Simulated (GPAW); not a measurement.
# Near-edge structure at the Ni K edge of YNiC2 (Amm2), part 3 of 4

Aim: the dependence of the Ni K near-edge features of YNiC2 (Amm2) on volume.

GPAW 26.7.0; X-ray absorption from dipole matrix elements to empty bands, plane-wave PAW LDA.

So far. Step 4 (Spectrum with XCH, Ni atom 2): Main maxima below 30 eV (height): 5.7 eV (0.64), 11.7 eV (1.53), 16.2 eV (1.76) and 24.3 eV (1.43). A K edge sees empty p states. The first eV above the zero hold little dipole weight, as the lowest empty bands are of d character; the main edge, of 4p character, rises through 0.6 near 8 eV above the zero. Step 4 (Spectrum with XCH, Ni atom 2): The total-energy difference is 8312.65 eV. The tabulated edge of the element is 8333 eV.

### Step 6. Spectrum with XCH, Ni atom 2

Shorter bonds are expected to push antibonding states and scattering resonances up, and longer ones down; the cell is scaled to test that.

Changed against the first core-hole run: volume scale from 1 to 0.94.

xas.py reads:

```python
import numpy as np
from ase import Atoms
from ase.parallel import parprint, paropen
from gpaw import GPAW, PW, FermiDirac, Mixer, MixerDif, setup_paths
from gpaw.test import gen
setup_paths.insert(0, '.')
gen('Ni', name='fch1s', xcname='LDA', corehole=(1, 0, 1), write_xml=True)
from gpaw.mpi import world
world.barrier()

atoms = Atoms('Y4Ni4C8',
    cell=[[-3.53681304, 4.39402324, 0],
     [3.53681304, 4.39402324, 0],
     [0, 0, -5.86034384]],
    scaled_positions=[[0, 0, 0.99686353],
     [0.25, 0.25, 0.49686353],
     [0.5, 0.5, 0.99686353],
     [0.75, 0.75, 0.49686353],
     [0.75, 0.25, 0.38656791],
     [0, 0.5, 0.88656791],
     [0.25, 0.75, 0.38656791],
     [0.5, 0, 0.88656791],
     [0.67368767, 0.17368767, 0.69678428],
     [0.92368767, 0.42368767, 0.19678428],
     [0.17368767, 0.67368767, 0.69678428],
     [0.42368767, 0.92368767, 0.19678428],
     [0.82631233, 0.32631233, 0.69678428],
     [0.07631233, 0.57631233, 0.19678428],
     [0.32631233, 0.82631233, 0.69678428],
     [0.57631233, 0.07631233, 0.19678428]],
    magmoms=[0.0, 0.0, 0.0, 0.0, 2.0, 2.0, 2.0, 2.0, 0.0, 0.0, 0.0, 0.0, 0.0, 0.0, 0.0, 0.0],
    pbc=True)
atoms.calc = calc = GPAW(legacy_gpaw=True, mode=PW(430), xc='LDA', setups={4: 'fch1s'},
    kpts={'size': (3, 3, 3), 'gamma': True}, occupations=FermiDirac(0.1),
    charge=-1, mixer=MixerDif(0.05, 8, 50), maxiter=150,
    convergence={'density': 0.0001}, txt='scf.txt')
energy = atoms.get_potential_energy() + calc.get_reference_energy()
ef = calc.get_fermi_level()
out = dict(energy=energy, fermi=ef, forces=atoms.get_forces().tolist(), magmoms=atoms.get_magnetic_moments().tolist())
parprint(f'all-electron energy {energy:.4f} eV, Fermi level {ef:.4f} eV')
ev = np.array([[calc.get_eigenvalues(k, s) for k in range(len(calc.get_ibz_k_points()))] for s in range(calc.get_number_of_spins())])
out['homo'], out['lumo'], out['counts'] = ev[ev < ef].max(), ev[ev > ef].min(), sorted(set((ev < ef).sum((0, 2)).tolist()))
out['filled'] = (ev[:, 0] < ef).sum(1).tolist()

from ase.units import Ha
from gpaw.xas import dipole_matrix_elements
nb = int(calc.get_number_of_electrons() / 2) + 151
top, nb = nb, nb + 8 + nb // 12
nscf = calc.fixed_density(kpts={'size': (3, 3, 3), 'gamma': True}, nbands=nb,
    convergence={'bands': top, 'eigenstates': 1e-5}, maxiter=60, txt='nscf.txt')
cell = atoms.cell.array
ops = [cell.T @ U.T @ np.linalg.inv(cell.T) for U in nscf.wfs.kd.symmetry.op_scc]
E = np.arange(-6, 34, 0.1)
fwhm = np.interp(E, [4, 25], [1.44, 3.5])
Y, X, zero, highest = 0, 0, 1e9, 1e9
for spin in range(nscf.get_number_of_spins()):
    wfs = nscf.wfs
    A = dipole_matrix_elements(wfs.setups[4])
    eps = np.zeros((wfs.kd.nibzkpts, nb))
    d = np.zeros((3, A.shape[1], wfs.kd.nibzkpts, nb), complex)
    for kpt in wfs.kpt_u:
        if kpt.s == spin and 4 in kpt.P_ani:
            eps[kpt.k] = kpt.eps_n * Ha
            d[:, :, kpt.k] = (kpt.weight * wfs.nspins / 2) ** 0.5 * np.inner(A, kpt.P_ani[4])
    world.sum(eps)
    world.sum(d)
    T = np.einsum('amkn,bmkn->abkn', d, d.conj()).real
    T = sum(np.einsum('ai,ijkn,bj->abkn', R, T, R) for R in ops) / len(ops)
    empty = eps > ef
    zero, highest = min(zero, eps[empty].min()), min(highest, eps[:, top - 1].min())
    lines = [(eps, T, empty)] if spin == 0 else lines + [(eps, T, empty)]
for eps, T, empty in lines:
    f = np.einsum('aakn->akn', T).reshape(3, -1)
    x = eps.ravel() - zero
    w = np.interp(x, E, fwhm) / 2.35482
    g = np.exp(-0.5 * ((E[:, None] - x) / w) ** 2) / (w * (2 * np.pi) ** 0.5)
    Y = Y + (f * empty.ravel()) @ g.T
    X = X + (f * ~empty.ravel()) @ g.T
out.update(E=E.round(2).tolist(), xas=Y.tolist(), xes=X.tolist(), zero=zero, valid=highest - zero, nk=len(eps), nb=nb)
for i in range(0, len(E), 10):
    parprint(f'{E[i]:7.2f}', *(f'{v:10.3e}' for v in Y[:, i]))
import json
with paropen('out.json', 'w') as f:
    json.dump(out, f)
```

Started as:

```sh
$ OMP_NUM_THREADS=1 mpirun -n 2 gpaw python xas.py
```

Numbers of over 12 decimals in the logs are rounded to 6 here.

Log:

```text
Input parameters:
  charge: -1
  convergence: {density: 0.0001}
  kpts: {gamma: True,
         size: (3, 3, 3)}
  maxiter: 150
  mixer: {backend: pulay,
          beta: 0.05,
          method: difference,
          nmaxold: 8,
          weight: 50}
  mode: {ecut: 430.0,
         name: pw}
  occupations: {fixmagmom: False,
                name: fermi-dirac,
                width: 0.1}
  setups: {4: fch1s}

[...]
4s:      -0.570148    -0.570533
3p:      -3.433483    -3.434132
3d:      -0.952222    -0.952912
*f:                   -0.019534
-------------------------------
all-electron energy -533133.8337 eV, Fermi level 10.0380 eV
  -6.00  1.745e-29  2.785e-30  3.145e-30
  -5.00  4.487e-23  7.420e-24  8.313e-24
  -4.00  8.375e-18  1.452e-18  1.546e-18
  -3.00  1.187e-13  2.220e-14  2.090e-14
[...]
32.00  3.541e-07  3.717e-07  3.419e-07
  33.00  3.443e-07  4.363e-07  3.338e-07
[key lines of the parts left out:]
Converged after 21 iterations.
Dipole moment: (-0.146828, -0.000000, -7.724769) |e|*Ang
Free energy:   -185.950636
Fermi level: 10.03798
```

Wall time 7.9 min (2 MPI ranks of Arm Neoverse V1, shared host); peak memory 0.71 GiB.

| E (eV) | first run | this run |
| --- | --- | --- |
| -2.0 | 0.00 | 0.00 |
| -1.0 | 0.02 | 0.02 |
| 0.0 | 0.22 | 0.22 |
| 1.0 | 0.37 | 0.39 |
| 2.0 | 0.34 | 0.36 |
| 3.0 | 0.35 | 0.38 |
| 4.0 | 0.37 | 0.37 |
| 5.0 | 0.56 | 0.53 |
| 6.0 | 0.62 | 0.69 |
| 7.0 | 0.43 | 0.53 |
| 8.0 | 0.56 | 0.44 |
| 9.0 | 0.94 | 0.76 |
| 10.0 | 1.27 | 1.13 |
| 11.0 | 1.48 | 1.43 |
| 12.0 | 1.52 | 1.57 |
| 13.0 | 1.43 | 1.55 |
| 14.0 | 1.39 | 1.43 |
| 15.0 | 1.56 | 1.41 |
| 16.0 | 1.76 | 1.60 |
| 17.0 | 1.64 | 1.73 |
| 18.0 | 1.38 | 1.57 |
| 19.0 | 1.27 | 1.35 |
| 20.0 | 1.27 | 1.27 |
| 21.0 | 1.30 | 1.27 |
| 22.0 | 1.34 | 1.30 |
| 23.0 | 1.39 | 1.35 |
| 24.0 | 1.43 | 1.42 |
| 25.0 | 1.41 | 1.48 |
| 26.0 | 1.36 | 1.50 |
| 27.0 | 1.28 | 1.44 |
| 28.0 | 1.21 | 1.35 |
| 29.0 | 1.18 | 1.26 |
| 30.0 | 1.18 | 1.19 |
| 31.0 | 1.22 | 1.17 |
| 32.0 | 1.25 | 1.19 |

Against the first run the r.m.s. difference is 8 %. The highest intensity below 24 eV goes from 16.2 eV (1.76) to 16.9 eV (1.73).

The photon energy of the zero moves by +0.12 eV.

### Step 7. Reference energy of the supercell

The cell changes for the next run, so it gets a reference energy of its own.

The cell differs from the one that the last finished run ended in (a 5.641 → 5.700 Å, b 5.641 → 5.700 Å, c 5.860 → 5.922 Å).

scf.py reads:

```python
import numpy as np
from ase import Atoms
from ase.parallel import parprint, paropen
from gpaw import GPAW, PW, FermiDirac, Mixer, MixerDif, setup_paths
from gpaw.test import gen
setup_paths.insert(0, '.')
gen('Ni', name='nch1s', xcname='LDA', corehole=(1, 0, 0), write_xml=True)
from gpaw.mpi import world
world.barrier()

atoms = Atoms('Y4Ni4C8',
    cell=[[-3.57404539, 4.44027952, 0],
     [3.57404539, 4.44027952, 0],
     [0, 0, -5.92203621]],
    scaled_positions=[[0, 0, 0.99686353],
     [0.25, 0.25, 0.49686353],
     [0.5, 0.5, 0.99686353],
     [0.75, 0.75, 0.49686353],
     [0.75, 0.25, 0.38656791],
     [0, 0.5, 0.88656791],
     [0.25, 0.75, 0.38656791],
     [0.5, 0, 0.88656791],
     [0.67368767, 0.17368767, 0.69678428],
     [0.92368767, 0.42368767, 0.19678428],
     [0.17368767, 0.67368767, 0.69678428],
     [0.42368767, 0.92368767, 0.19678428],
     [0.82631233, 0.32631233, 0.69678428],
     [0.07631233, 0.57631233, 0.19678428],
     [0.32631233, 0.82631233, 0.69678428],
     [0.57631233, 0.07631233, 0.19678428]],
    magmoms=[0.0, 0.0, 0.0, 0.0, 2.0, 2.0, 2.0, 2.0, 0.0, 0.0, 0.0, 0.0, 0.0, 0.0, 0.0, 0.0],
    pbc=True)
atoms.calc = calc = GPAW(legacy_gpaw=True, mode=PW(430), xc='LDA', setups={4: 'nch1s'},
    kpts={'size': (3, 3, 3), 'gamma': True}, occupations=FermiDirac(0.1),
    charge=0, mixer=MixerDif(0.05, 8, 50), maxiter=150,
    convergence={'density': 0.0001}, txt='scf.txt')
energy = atoms.get_potential_energy() + calc.get_reference_energy()
ef = calc.get_fermi_level()
out = dict(energy=energy, fermi=ef, forces=atoms.get_forces().tolist(), magmoms=atoms.get_magnetic_moments().tolist())
parprint(f'all-electron energy {energy:.4f} eV, Fermi level {ef:.4f} eV')
ev = np.array([[calc.get_eigenvalues(k, s) for k in range(len(calc.get_ibz_k_points()))] for s in range(calc.get_number_of_spins())])
out['homo'], out['lumo'], out['counts'] = ev[ev < ef].max(), ev[ev > ef].min(), sorted(set((ev < ef).sum((0, 2)).tolist()))
out['filled'] = (ev[:, 0] < ef).sum(1).tolist()
import json
with paropen('out.json', 'w') as f:
    json.dump(out, f)
```

Started as:

```sh
$ OMP_NUM_THREADS=1 mpirun -n 2 gpaw python scf.py
```

Log:

```text
Input parameters:
  convergence: {density: 0.0001}
  kpts: {gamma: True,
         size: (3, 3, 3)}
  maxiter: 150
  mixer: {backend: pulay,
          beta: 0.05,
          method: difference,
          nmaxold: 8,
          weight: 50}
  mode: {ecut: 430.0,
         name: pw}
  occupations: {fixmagmom: False,
                name: fermi-dirac,
                width: 0.1}
  setups: {4: nch1s}

Initialize ...

[...]
*s    :     0.784720
3p(6) :    -2.618967     0.052480
4p(0) :    -0.049170     1.003908
3d(8) :    -0.335915     0.225674
*d    :     0.664085
--------------------------------

Diagonalizing with gridspacing h=0.050

state   all-electron     PAW
-------------------------------
4s:      -0.215280    -0.215531
3p:      -2.618967    -2.619713
3d:      -0.335915    -0.336667
*f:                    0.071842
-------------------------------
all-electron energy -541446.6320 eV, Fermi level 9.5861 eV
[key lines of the parts left out:]
Converged after 21 iterations.
Dipole moment: (0.000000, -0.000000, -7.748308) |e|*Ang
Free energy:   -142.363249
Fermi level: 9.58614
```

Elapsed: 2.9 min, on 2 MPI ranks; peak memory 0.46 GiB; 5.8 min of CPU time.

Reference energy: -541446.632 eV with the cores included.

### Step 8. Spectrum with XCH, Ni atom 2

Shorter bonds are expected to push antibonding states and scattering resonances up, and longer ones down; the cell is scaled to test that.

Changed against the first core-hole run: volume scale from 1 to 0.97.

Changes to xas.py since step 6:

```diff
@@ -11,5 +11,5 @@
 atoms = Atoms('Y4Ni4C8',
-    cell=[[-3.53681304, 4.39402324, 0],
-     [3.53681304, 4.39402324, 0],
-     [0, 0, -5.86034384]],
+    cell=[[-3.57404539, 4.44027952, 0],
+     [3.57404539, 4.44027952, 0],
+     [0, 0, -5.92203621]],
     scaled_positions=[[0, 0, 0.99686353],
@@ -46,3 +46,3 @@
 from gpaw.xas import dipole_matrix_elements
-nb = int(calc.get_number_of_electrons() / 2) + 151
+nb = int(calc.get_number_of_electrons() / 2) + 155
 top, nb = nb, nb + 8 + nb // 12
```

Started as:

```sh
$ OMP_NUM_THREADS=1 mpirun -n 2 gpaw python xas.py
```

Log:

```text
Input parameters:
  charge: -1
  convergence: {density: 0.0001}
  kpts: {gamma: True,
         size: (3, 3, 3)}
  maxiter: 150
  mixer: {backend: pulay,
          beta: 0.05,
          method: difference,
          nmaxold: 8,
          weight: 50}
  mode: {ecut: 430.0,
         name: pw}
  occupations: {fixmagmom: False,
                name: fermi-dirac,
                width: 0.1}
  setups: {4: fch1s}

[...]
4s:      -0.570148    -0.570533
3p:      -3.433483    -3.434132
3d:      -0.952222    -0.952912
*f:                   -0.019534
-------------------------------
all-electron energy -533133.9168 eV, Fermi level 9.6527 eV
  -6.00  1.370e-29  2.887e-30  2.831e-30
  -5.00  3.680e-23  7.892e-24  7.513e-24
  -4.00  7.192e-18  1.600e-18  1.411e-18
  -3.00  1.068e-13  2.527e-14  1.946e-14
[...]
32.00  3.554e-07  4.282e-07  3.383e-07
  33.00  3.338e-07  4.802e-07  3.307e-07
[key lines of the parts left out:]
Converged after 22 iterations.
Dipole moment: (-0.146133, -0.000000, -7.765038) |e|*Ang
Free energy:   -186.035993
Fermi level: 9.65274
```

It took 8.3 min on 2 MPI ranks; peak memory 0.76 GiB; 17 min of CPU time.

| E (eV) | first run | this run |
| --- | --- | --- |
| -2.0 | 0.00 | 0.00 |
| -1.0 | 0.02 | 0.02 |
| 0.0 | 0.22 | 0.22 |
| 1.0 | 0.37 | 0.38 |
| 2.0 | 0.34 | 0.35 |
| 3.0 | 0.35 | 0.36 |
| 4.0 | 0.37 | 0.37 |
| 5.0 | 0.56 | 0.54 |
| 6.0 | 0.62 | 0.66 |
| 7.0 | 0.43 | 0.47 |
| 8.0 | 0.56 | 0.48 |
| 9.0 | 0.94 | 0.85 |
| 10.0 | 1.27 | 1.20 |
| 11.0 | 1.48 | 1.46 |
| 12.0 | 1.52 | 1.56 |
| 13.0 | 1.43 | 1.49 |
| 14.0 | 1.39 | 1.39 |
| 15.0 | 1.56 | 1.46 |
| 16.0 | 1.76 | 1.70 |
| 17.0 | 1.64 | 1.71 |
| 18.0 | 1.38 | 1.47 |
| 19.0 | 1.27 | 1.30 |
| 20.0 | 1.27 | 1.26 |
| 21.0 | 1.30 | 1.28 |
| 22.0 | 1.34 | 1.32 |
| 23.0 | 1.39 | 1.38 |
| 24.0 | 1.43 | 1.44 |
| 25.0 | 1.41 | 1.46 |
| 26.0 | 1.36 | 1.43 |
| 27.0 | 1.28 | 1.36 |
| 28.0 | 1.21 | 1.27 |
| 29.0 | 1.18 | 1.21 |
| 30.0 | 1.18 | 1.17 |
| 31.0 | 1.22 | 1.19 |
| 32.0 | 1.25 | 1.23 |

The scaled spectrum changes by 4 % r.m.s. The highest intensity below 24 eV goes from 16.2 eV (1.76) to 16.5 eV (1.75).

The photon energy of the zero moves by +0.06 eV.

### Step 9. Reference energy of the supercell

The cell changes for the next run, so it gets a reference energy of its own.

The cell differs from the one that the last finished run ended in (a 5.700 → 5.871 Å, b 5.700 → 5.871 Å, c 5.922 → 6.100 Å).

Changes to scf.py since step 7:

```diff
@@ -11,5 +11,5 @@
 atoms = Atoms('Y4Ni4C8',
-    cell=[[-3.57404539, 4.44027952, 0],
-     [3.57404539, 4.44027952, 0],
-     [0, 0, -5.92203621]],
+    cell=[[-3.6813302, 4.57356673, 0],
+     [3.6813302, 4.57356673, 0],
+     [0, 0, -6.09980243]],
     scaled_positions=[[0, 0, 0.99686353],
```

Started as:

```sh
$ OMP_NUM_THREADS=1 mpirun -n 2 gpaw python scf.py
```

Log:

```text
Input parameters:
  convergence: {density: 0.0001}
  kpts: {gamma: True,
         size: (3, 3, 3)}
  maxiter: 150
  mixer: {backend: pulay,
          beta: 0.05,
          method: difference,
          nmaxold: 8,
          weight: 50}
  mode: {ecut: 430.0,
         name: pw}
  occupations: {fixmagmom: False,
                name: fermi-dirac,
                width: 0.1}
  setups: {4: nch1s}

Initialize ...

[...]
*s    :     0.784720
3p(6) :    -2.618967     0.052480
4p(0) :    -0.049170     1.003908
3d(8) :    -0.335915     0.225674
*d    :     0.664085
--------------------------------

Diagonalizing with gridspacing h=0.050

state   all-electron     PAW
-------------------------------
4s:      -0.215280    -0.215531
3p:      -2.618967    -2.619713
3d:      -0.335915    -0.336667
*f:                    0.071842
-------------------------------
all-electron energy -541445.4945 eV, Fermi level 8.5549 eV
[key lines of the parts left out:]
Converged after 21 iterations.
Dipole moment: (0.000000, 0.000000, -7.857385) |e|*Ang
Free energy:   -141.230095
Fermi level: 8.55487
```

It took 3.2 min on 2 MPI ranks; peak memory 0.48 GiB.

Reference energy: -541445.495 eV with the cores included.

[end of part 3 of 4]

[Banner, clock and machine lines of the logs are left out without a mark of their own.]

[Logs are printed without paths, hosts, clocks, repeated set-up lines and the standing remarks that a program may print on its own settings, such as how far it seeks lower states.]

[Hosts, paths, dates, database ids (printed as entryN), source tags and the programs' standing remarks are cut or masked in the printed files.]

[Lists of maxima count a maximum above −3 eV only where it reaches 4 % of the highest in the window and stands out from its surroundings by 2 % of it (1.5 % where it reaches 55 %); shoulders and weaker maxima are passed over, and of the rest the first, up to two pre-edge ones and the few strongest are named.]
